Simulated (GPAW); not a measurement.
## A 8-layer slab of Nb(100): simulated STM images

Wanted: filled- and empty-state images of a 8-layer slab of Nb(100), with its work function.

Main program and level: GPAW 26.7.0; GPAW, PAW setups; slab in vacuum, relaxation, in the first sound run; inputs show where later runs differ.

### 1. Set-up

The cell holds 8 atoms: 8 Nb. Its edges and angles: a = 3.300 Å, b = 3.300 Å, c = 25.550 Å, α = 90.0°, β = 90.0°, γ = 90.0°. Vacuum lies along c.

Structure file:

```
Nb
1.0
     3.30000    0.00000    0.00000
     0.00000    3.30000    0.00000
     0.00000    0.00000   25.55000
Nb
8
Cartesian
  1.6500 1.6500 7.0000
  0.0000 0.0000 8.6500
  1.6500 1.6500 10.3000
  0.0000 0.0000 11.9500
  1.6500 1.6500 13.6000
  0.0000 0.0000 15.2500
  1.6500 1.6500 16.9000
  0.0000 0.0000 18.5500
```

### 2. Relaxation

The atoms are relaxed first, since the surface dipole, and with it the work function, follows the positions of the outer layers. The lowest 4 atoms are held at bulk positions and keep their forces.

Input file run.py:

```python
import json
import numpy as np
from ase import Atoms
from ase.constraints import FixAtoms
from ase.optimize import BFGS
from gpaw import GPAW, PW

slab = Atoms(
    ['Nb', 'Nb', 'Nb', 'Nb', 'Nb', 'Nb', 'Nb', 'Nb'],
    positions=[
        [1.65000, 1.65000, 7.00000],
        [0.00000, 0.00000, 8.65000],
        [1.65000, 1.65000, 10.30000],
        [0.00000, 0.00000, 11.95000],
        [1.65000, 1.65000, 13.60000],
        [0.00000, 0.00000, 15.25000],
        [1.65000, 1.65000, 16.90000],
        [0.00000, 0.00000, 18.55000]],
    cell=[[3.3, 0.0, 0.0], [0.0, 3.3, 0.0], [0.0, 0.0, 25.55]],
    pbc=[True, True, False])

slab.calc = GPAW(mode=PW(400), xc='PBE', kpts={'size': (10, 10, 1), 'gamma': True},
                 occupations={'name': 'fermi-dirac', 'width': 0.1}, nbands='160%',
                 convergence={'density': 1e-05}, maxiter=200,
                 poissonsolver={'dipolelayer': 'xy'},
                 symmetry={'tolerance': 1e-3, 'extra_ids': [1, 1, 1, 1, 0, 0, 0, 0]}, txt='slab.txt')
result = {}
slab.set_constraint(FixAtoms([0, 1, 2, 3]))
path = []
opt = BFGS(slab, maxstep=0.2)
opt.attach(lambda: path.append((slab.get_potential_energy(), slab.positions.tolist(), slab.get_forces().tolist())))
result['relaxed'] = bool(opt.run(fmax=0.03, steps=40))
result['path'] = path
energy = slab.get_potential_energy()
fermi = slab.calc.get_fermi_level()
v = slab.calc.get_electrostatic_potential().mean((0, 1)) - fermi
n = slab.calc.get_pseudo_density().mean((0, 1))
L = slab.cell[2, 2]
z = np.arange(len(v)) * L / len(v)
low, high = slab.positions[:, 2].min(), slab.positions[:, 2].max()
below, above = np.interp([low - 4.8, high + 4.8], z, v)
slopes = [np.interp(x, z, np.gradient(v, z)) for x in (low - 4.8, high + 4.8)]
eps = np.array([[slab.calc.get_eigenvalues(k, s) for k in range(len(slab.calc.get_ibz_k_points()))]
                for s in range(slab.calc.get_number_of_spins())]) - fermi
top, bottom = eps[eps < 0].max(), eps[eps > 0].min()
dipole = slab.get_dipole_moment()[2]
print(f'energy {energy:.4f} eV, Fermi level {fermi:.4f} eV, dipole {dipole:.5f} e A')
print(f'potential 4.8 A off the faces, from the Fermi level: lower {below:.4f} eV, upper {above:.4f} eV')
print(f'slope of the potential there: lower {slopes[0]:.5f}, upper {slopes[1]:.5f} eV/A')
print(f'nearest levels on the mesh: {top:.4f} and {bottom:.4f} eV')
print('magnetic moment', round(slab.get_magnetic_moment(), 3))
result.update(energy=energy, fermi=fermi, dipole=dipole, below=below, above=above, slopes=slopes, edges=[top, bottom],
              z=z.tolist(), v=v.tolist(), n=n.tolist(), positions=slab.positions.tolist(),
              forces=slab.get_forces(apply_constraint=False).tolist(), moments=slab.get_magnetic_moments().tolist())
json.dump(result, open('result.json', 'w'))
```

Run with:

```console
OMP_NUM_THREADS=1 OPENBLAS_NUM_THREADS=1 python run.py
```

Log:

```text
Step          Energy          fmax
BFGS:    0      -79.463320        1.090567
BFGS:    1      -79.494893        0.975206
BFGS:    2      -79.575418        0.426060
BFGS:    3      -79.580412        0.156055
BFGS:    4      -79.581598        0.140712
BFGS:    5      -79.585061        0.093275
BFGS:    6      -79.585210        0.083314
BFGS:    7      -79.586490        0.101308
BFGS:    8      -79.586708        0.104166
BFGS:    9      -79.587893        0.073101
BFGS:   10      -79.588311        0.025874
energy -79.4235 eV, Fermi level 4.2988 eV, dipole 0.00725 e A
potential 4.8 A off the faces, from the Fermi level: lower 3.7403 eV, upper 3.6153 eV
slope of the potential there: lower -0.00354, upper 0.00300 eV/A
nearest levels on the mesh: -0.0047 and 0.0345 eV
magnetic moment 0.0
```

Wall time 53 min (1 thread of Arm Neoverse V2, shared host); peak memory 0.37 GiB.

The steps of the relaxation:

```tsv
step	energy less that of the first step (eV)	largest force (eV/Å)
1	0.0000	1.0906
2	-0.0331	0.9752
3	-0.1259	0.4261
4	-0.1284	0.1561
5	-0.1298	0.1407
6	-0.1341	0.0933
7	-0.1342	0.0833
8	-0.1360	0.1013
9	-0.1364	0.1042
10	-0.1383	0.0731
11	-0.1390	0.0259
```

The atoms that moved most (Å):

```tsv
atom	dx	dy	dz	length
Nb8	0.000	0.000	-0.175	0.175
Nb5	0.000	0.000	-0.029	0.029
Nb7	0.000	0.000	0.024	0.024
Nb6	0.000	0.000	0.020	0.020
```

Final coordinates:

```
Nb
1.0
     3.30000    0.00000    0.00000
     0.00000    3.30000    0.00000
     0.00000    0.00000   25.55000
Nb
8
Direct
  0.50000 0.50000 0.27397
  0.00000 0.00000 0.33855
  0.50000 0.50000 0.40313
  0.00000 0.00000 0.46771
  0.50000 0.50000 0.53117
  0.00000 0.00000 0.59765
  0.50000 0.50000 0.66239
  0.00000 0.00000 0.71917
```

This step gave:

```
dipole along the normal                    : 0.007246 e·Å
levels nearest the Fermi level on the mesh : -0.004736, 0.03453 eV from the Fermi level
upper work function                        : 3.615 eV
lower work function                        : 3.740 eV
```

The electrostatic potential energy of an electron (without an applied field's), less the Fermi level, planar mean oscillates, so the rows of the table below give means over windows of 1.6 Å about each position, cut where the curve ends. Its maxima inside the range that stand out by 2 % of the span (Å: eV): 7.9: -6.36, 9.5: -6.35, 11.2: -6.39, 12.8: -6.64, 14.4: -5.77, 16.1: -6.33, 17.7: -9.41. Its minima: 7.0: -17.4, 8.6: -17.0, 10.3: -17.1, 11.9: -17.0, 13.5: -16.9, 15.2: -17.0, 16.9: -17.2, 18.3: -17.6.

Table of electrostatic potential energy of an electron (without an applied field's), less the Fermi level, planar mean by z; means over each step:

z (Å), electrostatic potential energy of an electron (without an applied field's), less the Fermi level, planar mean (eV) and a bar from the least value:
```
     0.80        3.7 ##############################
     2.40        3.7 ##############################
     4.00        3.6 ##############################
     5.60        0.8 ########################
     7.20      -11.6 #
     8.80      -11.5 #
    10.40      -11.6 #
    12.00      -11.6 #
    13.60      -11.5 #
    15.20      -11.5 #
    16.80      -12.0 
    18.40      -11.8 
    20.00        1.9 ##########################
    21.60        3.6 ##############################
    23.20        3.6 ##############################
    24.80        3.6 ##############################
```

The pseudo valence density, planar mean oscillates, so the rows of the table below give means over windows of 1.7 Å about each position, cut where the curve ends. Its maxima inside the range that stand out by 2 % of the span (Å: e/Å³): 7.0: 1.13, 8.7: 1.13, 10.2: 1.13, 11.9: 1.16, 13.6: 1.14, 15.3: 1.14, 17.0: 1.13, 18.3: 1.14. Its minima: 7.9: 0.413, 9.4: 0.414, 11.1: 0.402, 12.8: 0.414, 14.5: 0.378, 16.2: 0.408, 17.7: 0.520.

Table of pseudo valence density, planar mean by z; means over each step:

```tsv
z (Å)	pseudo valence density, planar mean (e/Å³)
0.85	3.9e-6
2.55	1.4e-4
4.25	0.00459
5.95	0.228
7.65	0.727
9.35	0.733
11.05	0.735
12.75	0.752
14.45	0.705
16.15	0.736
17.85	0.826
19.55	0.170
21.25	0.00334
22.95	9.4e-5
```

The relaxation lowered the energy of the cell by 0.139 eV (energies extrapolated to zero smearing; the optimiser's log prints free energies). The largest force left on a free atom is 0.026 eV/Å.

### 3. The slab's potential

With the geometry fixed, the planar mean of the potential gives the vacuum level on each side.

This step: GPAW, PAW setups; slab in vacuum (GPAW 26.7.0).

run.py, as its differences from that of step 2:

```diff
@@ -3,4 +3,3 @@
 from ase import Atoms
-from ase.constraints import FixAtoms
-from ase.optimize import BFGS
+from ase.dft.stm import STM
 from gpaw import GPAW, PW
@@ -14,6 +13,6 @@
         [0.00000, 0.00000, 11.95000],
-        [1.65000, 1.65000, 13.60000],
-        [0.00000, 0.00000, 15.25000],
-        [1.65000, 1.65000, 16.90000],
-        [0.00000, 0.00000, 18.55000]],
+        [1.65000, 1.65000, 13.57141],
+        [0.00000, -0.00000, 15.26998],
+        [1.65000, 1.65000, 16.92401],
+        [0.00000, -0.00000, 18.37486]],
     cell=[[3.3, 0.0, 0.0], [0.0, 3.3, 0.0], [0.0, 0.0, 25.55]],
@@ -25,10 +24,4 @@
                  poissonsolver={'dipolelayer': 'xy'},
-                 symmetry={'tolerance': 1e-3, 'extra_ids': [1, 1, 1, 1, 0, 0, 0, 0]}, txt='slab.txt')
+                 symmetry={'tolerance': 1e-3}, txt='slab.txt')
 result = {}
-slab.set_constraint(FixAtoms([0, 1, 2, 3]))
-path = []
-opt = BFGS(slab, maxstep=0.2)
-opt.attach(lambda: path.append((slab.get_potential_energy(), slab.positions.tolist(), slab.get_forces().tolist())))
-result['relaxed'] = bool(opt.run(fmax=0.03, steps=40))
-result['path'] = path
 energy = slab.get_potential_energy()
@@ -54,2 +47,16 @@
               forces=slab.get_forces(apply_constraint=False).tolist(), moments=slab.get_magnetic_moments().tolist())
+
+# Images need the states of the whole zone, up to time reversal
+slab.calc = slab.calc.fixed_density(symmetry={'point_group': False}, txt='states.txt', nbands='280%',
+                                    convergence={'bands': 'CBM+2.3'})
+stm = STM(slab)
+result['stm'] = []
+for bias in [-1.5, 2.0]:
+    height = high + 3.5
+    current = stm.get_averaged_current(bias, height)
+    x, y, h = stm.scan(bias, current)
+    i, f = divmod(height / L * stm.ldos.shape[2], 1)
+    I = abs((1 - f) * stm.ldos[:, :, int(i)] + f * stm.ldos[:, :, int(i) + 1])
+    print(f'bias {bias} V: mean current at 3.5 A {current:.4e}, corrugation {np.ptp(h):.4f} A')
+    result['stm'].append(dict(bias=bias, current=current, h=(h - high).tolist(), I=I.tolist()))
 json.dump(result, open('result.json', 'w'))
```

Log:

```text
energy -79.4235 eV, Fermi level 4.2989 eV, dipole 0.00751 e A
potential 4.8 A off the faces, from the Fermi level: lower 3.7402 eV, upper 3.6151 eV
slope of the potential there: lower -0.00357, upper 0.00302 eV/A
nearest levels on the mesh: -0.0047 and 0.0345 eV
magnetic moment 0.0
bias -1.5 V: mean current at 3.5 A 2.2007e-04, corrugation 0.0127 A
bias 2.0 V: mean current at 3.5 A 1.3372e-03, corrugation 0.2382 A
```

Elapsed: 17 min, on 1 thread; peak memory 1.1 GiB.

Numbers from this step:

```
dipole along the normal                    : 0.007507 e·Å
levels nearest the Fermi level on the mesh : -0.004736, 0.03452 eV from the Fermi level
corrugation -1.5                           : 0.01273 Å
corrugation 2                              : 0.2382 Å
```

The electrostatic potential energy of an electron (without an applied field's), less the Fermi level, planar mean oscillates, so the rows of the table below give means over windows of 1.6 Å about each position, cut where the curve ends. Its maxima inside the range that stand out by 2 % of the span (Å: eV): 7.9: -6.36, 9.5: -6.35, 11.2: -6.39, 12.8: -6.64, 14.4: -5.77, 16.1: -6.33, 17.7: -9.41. Its minima: 7.0: -17.4, 8.6: -17.0, 10.3: -17.1, 11.9: -17.0, 13.5: -16.9, 15.2: -17.0, 16.9: -17.2, 18.3: -17.6.

Table of electrostatic potential energy of an electron (without an applied field's), less the Fermi level, planar mean by z; means over each step:

z (Å), electrostatic potential energy of an electron (without an applied field's), less the Fermi level, planar mean (eV) and a bar from the least value:
```
     0.80        3.7 ##############################
     2.40        3.7 ##############################
     4.00        3.6 ##############################
     5.60        0.8 ########################
     7.20      -11.6 #
     8.80      -11.5 #
    10.40      -11.6 #
    12.00      -11.6 #
    13.60      -11.5 #
    15.20      -11.5 #
    16.80      -12.0 
    18.40      -11.8 
    20.00        1.9 ##########################
    21.60        3.6 ##############################
    23.20        3.6 ##############################
    24.80        3.6 ##############################
```

The pseudo valence density, planar mean oscillates, so the rows of the table below give means over windows of 1.7 Å about each position, cut where the curve ends. Its maxima inside the range that stand out by 2 % of the span (Å: e/Å³): 7.0: 1.13, 8.7: 1.13, 10.2: 1.13, 11.9: 1.16, 13.6: 1.14, 15.3: 1.14, 17.0: 1.13, 18.3: 1.14. Its minima: 7.9: 0.413, 9.4: 0.414, 11.1: 0.402, 12.8: 0.414, 14.5: 0.378, 16.2: 0.408, 17.7: 0.520.

The pseudo valence density, planar mean by z; means over each step:

```tsv
z (Å)	pseudo valence density, planar mean (e/Å³)
0.85	3.9e-6
2.55	1.4e-4
4.25	0.00459
5.95	0.228
7.65	0.727
9.35	0.733
11.05	0.735
12.75	0.752
14.45	0.705
16.15	0.736
17.85	0.826
19.55	0.170
21.25	0.00334
22.95	9.4e-5
```

Tip height over the top atom over a1 and a2. Sample bias -1.5 V, constant current at the mean current 3.5 Å over the top atom.

Values in Å, 16 rows by 16 columns:
```
3.508 3.507 3.506 3.504 3.502 3.500 3.499 3.498 3.497 3.498 3.499 3.500 3.502 3.504 3.506 3.507
3.505 3.506 3.505 3.504 3.501 3.499 3.499 3.498 3.498 3.498 3.499 3.499 3.501 3.504 3.505 3.506
3.503 3.504 3.504 3.503 3.500 3.498 3.498 3.498 3.498 3.498 3.498 3.498 3.500 3.503 3.504 3.504
3.502 3.502 3.501 3.500 3.498 3.498 3.498 3.499 3.499 3.499 3.498 3.498 3.498 3.500 3.501 3.502
3.500 3.500 3.499 3.498 3.498 3.498 3.498 3.499 3.499 3.499 3.498 3.498 3.498 3.498 3.499 3.500
3.499 3.499 3.499 3.498 3.498 3.498 3.498 3.498 3.498 3.498 3.498 3.498 3.498 3.498 3.499 3.499
3.497 3.498 3.498 3.498 3.499 3.499 3.498 3.498 3.498 3.498 3.498 3.499 3.499 3.498 3.498 3.498
3.497 3.497 3.498 3.498 3.499 3.499 3.498 3.498 3.497 3.498 3.498 3.499 3.499 3.498 3.498 3.497
3.497 3.498 3.498 3.498 3.499 3.499 3.498 3.498 3.498 3.498 3.498 3.499 3.499 3.498 3.498 3.498
3.499 3.499 3.499 3.498 3.498 3.498 3.498 3.498 3.498 3.498 3.498 3.498 3.498 3.498 3.499 3.499
3.500 3.500 3.499 3.498 3.498 3.498 3.498 3.499 3.499 3.499 3.498 3.498 3.498 3.498 3.499 3.500
3.502 3.502 3.501 3.500 3.498 3.498 3.498 3.499 3.499 3.499 3.498 3.498 3.498 3.500 3.501 3.502
3.503 3.504 3.504 3.503 3.500 3.498 3.498 3.498 3.498 3.498 3.498 3.498 3.500 3.503 3.504 3.504
3.505 3.506 3.505 3.504 3.501 3.499 3.499 3.498 3.498 3.498 3.499 3.499 3.501 3.504 3.505 3.506
3.508 3.507 3.506 3.504 3.502 3.500 3.499 3.498 3.497 3.498 3.499 3.500 3.502 3.504 3.506 3.507
3.509 3.508 3.505 3.503 3.502 3.500 3.499 3.497 3.497 3.497 3.499 3.500 3.502 3.503 3.505 3.508
```
Columns: a1 from 0 to 0.938; rows upwards: a2 from 0 to 0.938.

Local density of states summed over the bias window over a1 and a2. Sample bias -1.5 V, constant height 3.5 Å over the top atom.

Ten even steps from '0' (2.19 × 1e-4 arbitrary) to '9' (2.25 × 1e-4 arbitrary):
```
8865321000123568
6665321111123566
5554211111112455
3332001111100233
2221001111100122
1111110010011111
0011110000011110
0011111000111110
0011110000011110
1111110010011111
2221001111100122
3332001111100233
5554211111112455
6665321111123566
8865321000123568
9865321000123568
```
Columns: a1 from 0 to 0.938; rows upwards: a2 from 0 to 0.938.

Tip height over the top atom over a1 and a2. Sample bias 2 V, constant current at the mean current 3.5 Å over the top atom.

Ten even steps from '_' (3.36 Å) to '@' (3.60 Å):
```
@@@@@@%%##****++++++****##%%@@@@
@@@@%%####**++++++++++**####%%@@
%%%%####**++++======++++**####%%
######**++====------====++**####
##****++==--::::::::::--==++****
****++++==::..........::==++++**
++++++==--::..______..::--==++++
++++++==--::..______..::--==++++
++++++==--::..______..::--==++++
****++++==::..........::==++++**
##****++==--::::::::::--==++****
######**++====------====++**####
%%%%####**++++======++++**####%%
@@@@%%####**++++++++++**####%%@@
@@@@@@%%##****++++++****##%%@@@@
@@@@@@%%####**++++++**####%%@@@@
```
Columns: a1 from 0 to 0.938; rows upwards: a2 from 0 to 0.938.

Local density of states summed over the bias window over a1 and a2. Sample bias 2 V, constant height 3.5 Å over the top atom.

Ten even steps from '_' (1.09 × 1e-3 arbitrary) to '@' (1.60 × 1e-3 arbitrary):
```
@@@@@@%%##**++======++**##%%@@@@
@@@@%%##**++==========++**##%%@@
%%%%##**++==----------==++**##%%
####**++==----::::::----==++**##
****++==--::::......::::--==++**
++++==----::..______..::----==++
======--::..__________..::--====
======--::..__________..::--====
======--::..__________..::--====
++++==----::..______..::----==++
****++==--::::......::::--==++**
####**++==----::::::----==++**##
%%%%##**++==----------==++**##%%
@@@@%%##**++==========++**##%%@@
@@@@@@%%##**++======++**##%%@@@@
@@@@@@%%##**++======++**##%%@@@@
```
Columns: a1 from 0 to 0.938; rows upwards: a2 from 0 to 0.938.

Force by atom:

```tsv
atom	x (eV/Å)	y (eV/Å)	z (eV/Å)	size
Nb1	0.00	0.00	1.12	1.12
Nb2	0.00	0.00	-0.99	0.99
Nb3	0.00	0.00	-0.48	0.48
Nb4	0.00	0.00	0.36	0.36
Nb5	0.00	0.00	-0.03	0.03
Nb6	0.00	0.00	0.01	0.01
Nb7	0.00	0.00	-0.01	0.01
Nb8	0.00	0.00	0.02	0.02
```

The potential is flat to 0.004 eV/Å where it is read, so the vacuum is wide enough.

### 4. Summary of results

* work function, upper and lower face: 3.615 and 3.740 eV
* dipole along the normal: 0.00751 e Å
* corrugation at -1.5 V: 0.0127 Å
* corrugation at 2 V: 0.238 Å

**Reading.** The corrugation at constant current is largest at 2 V, where the tip height varies by 0.24 Å over the cell. Negative sample bias images filled states, positive bias empty ones. The two faces differ by 0.13 eV, the step that the slab's dipole makes (e p/(ε0 A) gives 0.12 eV), so the dipole layer is needed. The lowest atoms were held at bulk positions, which alone makes the faces unlike. The measured value for this face is 3.97 eV (as compiled in "Anisotropic work function of elemental crystals", 2019, arxiv:1902.07811); the relaxed upper face lies 0.35 eV under it with PBE. Measured work functions scatter by a tenth of an eV or more between methods. The images are of Tersoff-Hamann type: an s-wave tip, no tip-sample forces, heights closer than in a microscope. The in-plane lattice was kept as typed, which isn't the functional's own and leaves some strain; spin-orbit coupling and temperature are left out.

[Logs are printed without paths, hosts, clocks, repeated set-up lines and the standing remarks that a program may print on its own settings, such as how far it seeks lower states.]

[Hosts, paths, dates, database ids (printed as entryN), source tags and the programs' standing remarks are cut or masked in the printed files.]
